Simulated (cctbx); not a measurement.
# Which space group?

Cell: a = 4.5740 Å, b = 4.5740 Å, c = 22.5220 Å, α = 90.00°, β = 90.00°, γ = 120.00°. Expected content of the cell: Pr3 Cu6 Ni27.

Simulated single-crystal data (cctbx): synchrotron X-rays, λ = 0.4959 Å, to d = 0.7 Å, 95 % of the full sphere, strongest reflection 70000 counts, noise from counting, a 2 % proportional error and a noise floor of 2 counts (s.d.); no absorption.

A first pass over the reflections prints:

```text
4777 reflections to d = 0.701 A
centring   violations  <I/sigma> of those
    A        779 of  2400     10.2
    B        767 of  2392     10.1
    C        744 of  2374      9.1
    I        773 of  2388     10.2
    R          0 of  3169     -0.0
    F       1145 of  3583      9.8
Laue class    unique    Rint  (classes that these axes allow; Friedel mates merged)
R -3 :H           290   0.017
R -3 m :H         194   0.017
space group    extra absences  I>4sigma  <I/sigma>
R 3 2 :H                0          0         -  acentric
R 3 m :H                0          0         -  acentric
R -3 m :H               0          0         -  centric
Wilson B = 0.36 A^2   <|E^2-1|> = 0.789 (0.968 centric, 0.736 acentric)   E^2>4: 3.6 %
shell (A)         n   <I/sigma>
 7.51 - 1.40     32     74.9
 1.40 - 1.11     22     83.7
 1.11 - 0.97     27     82.4
 0.97 - 0.89     21     77.2
 0.89 - 0.82     22     79.0
 0.82 - 0.77     20     78.2
 0.77 - 0.73     25     70.1
 0.73 - 0.70     25     77.9
```

**Question.** What are the lattice type, the Laue class and the likely space group?

The reflections that R centring forbids are absent (⟨I/σ⟩ near 0), so the lattice is R.

Rint stays low (0.017) up to R -3 m :H, the highest class in these axes.

3 settings pass the absence test. No glide or screw absences show, which leaves R 3 2, R 3 m and R -3 m.

⟨|E²−1|⟩ = 0.789 leans to a non-centrosymmetric structure. Here that hint misleads: the statistic assumes many like atoms on general positions, and few, heavy or special-position atoms break it. The Wilson B of 0.36 Å² means U ≈ 0.0046 Å².

The true group is R-3m (no. 166), Laue class -3m, centrosymmetric. The tables only narrow the choice to the tied entries; cell content, site symmetry and trial solutions must settle it.

The model was made for the exercise: a known structure type with other elements put in, its volume estimated, not relaxed; displacement parameters are assumed.

[Logs are printed without paths, hosts, clocks, repeated set-up lines and the standing remarks that a program may print on its own settings, such as how far it seeks lower states.]
